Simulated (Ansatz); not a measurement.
# HfO2 (polar orthorhombic): which axis gives way under pressure?

Cell and atoms of polar orthorhombic HfO2 are relaxed at set pressures, to see how each axis shrinks. The phase is followed to these pressures whether or not it stays the stable one.

Calculated with Ansatz 0.2.0, PBEsol, PAW files of the set soft_1, cutoff 600 eV, Fermi–Dirac smearing 0.02 eV, k-mesh 6×6×6, no spin polarisation, no spin-orbit coupling.

Reference cell, relaxed at zero pressure with PBEsol (Pca2_1): a = 5.2286 Å, b = 5.0178 Å, c = 5.0423 Å, α = 90.00°, β = 90.00°, γ = 90.00°.

```csv
atom,x,y,z
Hf,0.9671,0.7324,0.7526
Hf,0.0329,0.2676,0.2526
Hf,0.4671,0.2676,0.7526
Hf,0.5329,0.7324,0.2526
O,0.6320,0.9283,0.8902
O,0.3680,0.0717,0.3902
O,0.1320,0.0717,0.8902
O,0.8680,0.9283,0.3902
O,0.7660,0.4597,0.0011
O,0.2340,0.5403,0.5011
O,0.2660,0.5403,0.0011
O,0.7340,0.4597,0.5011
```

```
P (GPa)   a (Å)   b (Å)   c (Å)     c/a
  −4.00  5.2635  5.0462  5.0755  0.9643
  −0.02  5.2286  5.0178  5.0423  0.9644
   5.00  5.1939  4.9839  5.0011  0.9629
  10.00  5.1662  4.9512  4.9593  0.9600
  15.00  5.1439  4.9201  4.9149  0.9555
  20.00  5.1264  4.8906  4.8655  0.9491
```

**Question.** Give the linear compressibility of each axis at zero pressure, and the edges at 30.00 GPa, a row left out above.

Least squares with l = l0 + l1 P + l2 P² gives for a: l0 = 5.2297 Å, l1 = −7.701e−3 Å/GPa, l2 = 1.28e−4 Å/GPa², so β = −l1/l0 = 1.472 × 10⁻³ GPa⁻¹ and the withheld edge is 5.1142 Å. This extrapolates past the fitted rows. The run itself gives 5.1103 Å, so the estimate misses by 0.0039 Å, more than the largest misfit of the fitted rows (0.0013 Å).

Least squares with l = l0 + l1 P + l2 P² gives for b: l0 = 5.0178 Å, l1 = −6.960e−3 Å/GPa, l2 = 2.99e−5 Å/GPa², so β = −l1/l0 = 1.387 × 10⁻³ GPa⁻¹ and the withheld edge is 4.8359 Å. This extrapolates past the fitted rows. The run itself gives 4.8459 Å, so the estimate misses by 0.0100 Å, more than the largest misfit of the fitted rows (0.0002 Å).

Least squares with l = l0 + l1 P + l2 P² gives for c: l0 = 5.0431 Å, l1 = −8.031e−3 Å/GPa, l2 = −4.04e−5 Å/GPa², so β = −l1/l0 = 1.592 × 10⁻³ GPa⁻¹ and the withheld edge is 4.7658 Å. This extrapolates past the fitted rows. The run itself gives 4.7130 Å, so the estimate misses by 0.0528 Å, more than the largest misfit of the fitted rows (0.0013 Å).

The compressibilities add to the volume compressibility, β_a + β_b + β_c = 4.452 × 10⁻³ GPa⁻¹, or B0 ≈ 225 GPa; a parabola over so wide a range errs a few per cent to the stiff side. The c axis is the softest, 1.1 times as compressible as b.

[Logs are printed without paths, hosts, clocks, repeated set-up lines and the standing remarks that a program may print on its own settings, such as how far it seeks lower states.]
